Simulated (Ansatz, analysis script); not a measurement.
# Energy of spin spirals in a linear Ni chain, spacing 2.738 Å, part 2 of 2

Spirals are solved in the crystal's own cell at each q. What do they say of the order in a linear Ni chain, spacing 2.738 Å?

Ansatz 0.2.0; LDA, PAW set soft_1 (files made for PBE).

So far, integrated |m| (μB): step 2 (the collinear state) 1.25.

## Step 6: q = (0, 0, 0.1)

Level of this step: Ansatz DFT, spin spiral by the generalised Bloch theorem, no spin-orbit coupling; LDA, PAW set soft_1; PAW set soft_1 (Ansatz).

The input, input.yaml:

```yaml
crystal:
  lattice:
    - [12.0, 0.0, 0.0]
    - [0.0, 12.0, 0.0]
    - [0.0, 0.0, 2.738]
  atoms:
    - { symbol: Ni, position: [0.5, 0.5, 0.0], spin: 1.17, spin_axis: [1.0, 0.0, 0.0] }
kpoints:
  mp_grid: { grid: [1, 1, 40] }
hamiltonian:
  xc: lda
  pseudopotentials: { kind: paw, azcp: { folder: soft_1 }, xc_functional: pbe }
scf:
  occupations: { method: fermi_dirac, width: 0.1 }
  max_iter: 120
  convergence: { dr2_threshold: 1.0e-08 }
  lower_state_search: "off"
basis:
  ecutwfc: 420.0
magnetization:
  noncollinear: true
  spin_spiral: { q: [0.0, 0.0, 0.1] }
checkpoint:
  read: start
```

The run is started by

```
$ ansatz run input.yaml --threads 2 --pin off --max-ram 4096MiB --backend cpu --events-out ev --progress --plain --runs-dir out
```

Numbers of over 12 decimals in the logs are rounded to 6 here.

What it wrote:

```text
[...]
Crystal: 1 atoms, lattice volume = 394.272 Å³
Basis set: ecut = 420 eV, 7769 PW (Γ)
Bands: 26, of which v1, the nominal top of the filled ones, is band 18 counted from 1 (17 counted from 0)
Symmetry: 8 space group operations
k-points: 21 of 40
[...]
SCF iter   8: F=-5769.145365 eV  HF=-5769.145365 eV  |F-HF|=1.54e-10  |Δ(HF+E_count)|=  2.56e-10  Δρ=3.37e-7  dr2=2.06e-10  dr2_m=5.80e-11  ethr=1.43e-12  |M|=1.19e0 ∫|m|=1.21e0 μB  |m|>n=2.4e-3 m-floor=0.0e0 τ_xc=5.2e-19  ⟨swp⟩=1.0  Hψ=1585  notcnv=0
SCF 1 converged in 8 iterations: F = -5769.145365 eV  dr2 = 2.06e-10
[...]
SCF converged after 8 iterations
[...]
Magnetization: |M| = 1.1947 μB,  M = (+1.1947, +0.0000, +0.0000) μB
Absolute magnetization: 1.2134 μB (∫|m|, with the PAW one-centre terms)
  site 0: m = (+1.1611, +0.0000, +0.0000) μB, |m| = 1.1611 μB  (R = 1.13 Å)
Free energy (F): -5769.145365 eV
[...]
Internal energy: -5768.943480 eV  (E = F + TS)
E sigma→0 (E₀):  -5769.044422 eV
Entropy (-TS):   -0.201885 eV (-201.885 meV/atom)
Fermi energy:    -4.503159 eV
[...]
```

It took 27 s on 2 threads of Arm Neoverse V2, shared host; peak memory 1.1 GiB; 53 s of CPU time.

The energy of the cell lies 9.07 meV above that at q = 0, and the largest moment is 1.16 μB against 1.17 μB.

## Step 7: q = (0, 0, 0.3)

input.yaml, as its differences from that of step 6:

```diff
@@ -21,3 +21,3 @@
   noncollinear: true
-  spin_spiral: { q: [0.0, 0.0, 0.1] }
+  spin_spiral: { q: [0.0, 0.0, 0.3] }
 checkpoint:
```

What it wrote:

```text
[...]
Crystal: 1 atoms, lattice volume = 394.272 Å³
Basis set: ecut = 420 eV, 7769 PW (Γ)
Bands: 26, of which v1, the nominal top of the filled ones, is band 18 counted from 1 (17 counted from 0)
Symmetry: 8 space group operations
k-points: 21 of 40
[...]
SCF iter  10: F=-5769.092831 eV  HF=-5769.092831 eV  |F-HF|=6.68e-10  |Δ(HF+E_count)|=   6.86e-9  Δρ=6.22e-7  dr2=1.06e-9  dr2_m=3.72e-10  ethr=5.56e-11  |M|=1.12e0 ∫|m|=1.17e0 μB  |m|>n=2.0e-3 m-floor=0.0e0 τ_xc=1.1e-18  ⟨swp⟩=2.2  Hψ=1756  notcnv=0
SCF 1 converged in 10 iterations: F = -5769.092831 eV  dr2 = 1.06e-9
[...]
SCF converged after 10 iterations
Magnetization: |M| = 1.1164 μB,  M = (+1.1164, -0.0000, +0.0000) μB
Absolute magnetization: 1.1721 μB (∫|m|, with the PAW one-centre terms)
  site 0: m = (+1.0958, -0.0000, +0.0000) μB, |m| = 1.0958 μB  (R = 1.13 Å)
Free energy (F): -5769.092831 eV
[...]
Internal energy: -5768.850849 eV  (E = F + TS)
E sigma→0 (E₀):  -5768.971840 eV
Entropy (-TS):   -0.241982 eV (-241.982 meV/atom)
Fermi energy:    -4.474933 eV
[...]
```

The job ended after 27 s (2 threads; peak memory 1.1 GiB).

The energy of the cell lies 61.6 meV above that at q = 0, and the largest moment is 1.10 μB against 1.17 μB.

## Step 8: q = (0, 0, 0.5)

input.yaml, as its differences from that of step 7:

```diff
@@ -21,3 +21,3 @@
   noncollinear: true
-  spin_spiral: { q: [0.0, 0.0, 0.3] }
+  spin_spiral: { q: [0.0, 0.0, 0.5] }
 checkpoint:
```

What it wrote:

```text
[...]
Crystal: 1 atoms, lattice volume = 394.272 Å³
Basis set: ecut = 420 eV, 7769 PW (Γ)
Bands: 26, of which v1, the nominal top of the filled ones, is band 18 counted from 1 (17 counted from 0)
Symmetry: 8 space group operations
k-points: 21 of 40
[...]
SCF iter  11: F=-5769.066133 eV  HF=-5769.066133 eV  |F-HF|=3.25e-9  |Δ(HF+E_count)|=   2.49e-9  Δρ=1.39e-6  dr2=4.16e-9  dr2_m=4.25e-10  ethr=5.56e-11  |M|=1.07e0 ∫|m|=1.15e0 μB  |m|>n=1.9e-3 m-floor=0.0e0 τ_xc=1.5e-18  ⟨swp⟩=3.4  Hψ=1438  notcnv=0
SCF 1 converged in 11 iterations: F = -5769.066133 eV  dr2 = 4.16e-9
[...]
SCF converged after 11 iterations
Magnetization: |M| = 1.0661 μB,  M = (+1.0661, -0.0000, +0.0000) μB
Absolute magnetization: 1.1490 μB (∫|m|, with the PAW one-centre terms)
  site 0: m = (+1.0459, -0.0000, +0.0000) μB, |m| = 1.0459 μB  (R = 1.13 Å)
Free energy (F): -5769.066133 eV
[...]
Internal energy: -5768.805553 eV  (E = F + TS)
E sigma→0 (E₀):  -5768.935843 eV
Entropy (-TS):   -0.260580 eV (-260.580 meV/atom)
Fermi energy:    -4.440758 eV
[...]
```

Elapsed: 27 s, on 2 threads; peak memory 1.1 GiB.

The energy of the cell lies 88.3 meV above that at q = 0, and the largest moment is 1.05 μB against 1.17 μB.

6 more runs differ from these in the same keys alone and are tabled below.

## Step 9: The spirals together

| q (reciprocal lattice) | path length (1/Å) | E(q) − E(0) (meV a magnetic atom) | \|m\| Ni no. 1 (μB) |
| --- | --- | --- | --- |
| (0, 0, 0) | 0.000 | 0.00 | 1.17 |
| (0, 0, 0.05) | 0.115 | 2.32 | 1.17 |
| (0, 0, 0.1) | 0.229 | 9.07 | 1.16 |
| (0, 0, 0.15) | 0.344 | 19.63 | 1.15 |
| (0, 0, 0.2) | 0.459 | 32.96 | 1.14 |
| (0, 0, 0.25) | 0.574 | 47.53 | 1.12 |
| (0, 0, 0.3) | 0.688 | 61.60 | 1.10 |
| (0, 0, 0.35) | 0.803 | 73.61 | 1.07 |
| (0, 0, 0.4) | 0.918 | 82.20 | 1.06 |
| (0, 0, 0.45) | 1.033 | 86.77 | 1.05 |
| (0, 0, 0.5) | 1.147 | 88.30 | 1.05 |

## Step 10: A spin model

For rigid moments E(q) is a sum of cosines over neighbour shells, so a fit gives the couplings, and from them an ordering temperature.

E = −Σ J e·e over ordered pairs (each pair twice, J > 0 for parallel moments) is fitted to 10 points (copies by symmetry counted).

The fitted shells:

| pair | distance (Å) | neighbours a magnetic atom | J (meV) |
| --- | --- | --- | --- |
| Ni-Ni | 2.738 | 2 | 22.43 |
| Ni-Ni | 5.476 | 2 | 0.8669 |
| Ni-Ni | 8.214 | 2 | -0.3205 |

Numbers from this step:

```yaml
r_m_s_miss_of_the_fit: 0.1455 meV
ordering_temperature_mean_field: 355.5 K
wavevector_of_the_mean_field_order: 0, 0, 0 reciprocal lattice
```

## Step 11: Results

| Property | Result |
| --- | --- |
| lowest point of the path | q = 0 |
| highest point | 88.3 meV a magnetic atom |
| J of the nearest shell | 22.4 meV |
| mean-field temperature | 356 K |

In words: No spiral that was run lies below the ferromagnetic state at q = 0, and winding the moments costs up to 88.3 meV a magnetic atom. The moments change by at most 11 % from their size at q = 0, a modest change. The fit misses by 0.16 % of the energy range, so the shells describe the path well, though few points can't fix distant couplings. In a sheet or chain isotropic couplings alone give no order above 0 K (Mermin and Wagner), so the mean-field number is only an energy scale. The temperatures are those of classical unit spins, and mean field runs high. The 11 spiral runs took 5.2 min of wall time, added up. Energies are free energies at a smearing of 0.1 eV, and with partly filled levels differences shift, at times strongly, as the smearing goes to zero. The cell was taken as built, with atoms unrelaxed. In doubt: the program's search for lower states was switched off, so a lower magnetic state than those reached may exist.

[Logs and program files are shortened in this print: banners, set-up blocks, solver, clock and traceback lines can be left out without a mark of their own.]

[Logs are printed without paths, hosts, clocks, repeated set-up lines and the standing remarks that a program may print on its own settings, such as how far it seeks lower states.]

[Hosts, paths, dates, database ids (printed as entryN), source tags and the programs' standing remarks are cut or masked in the printed files.]
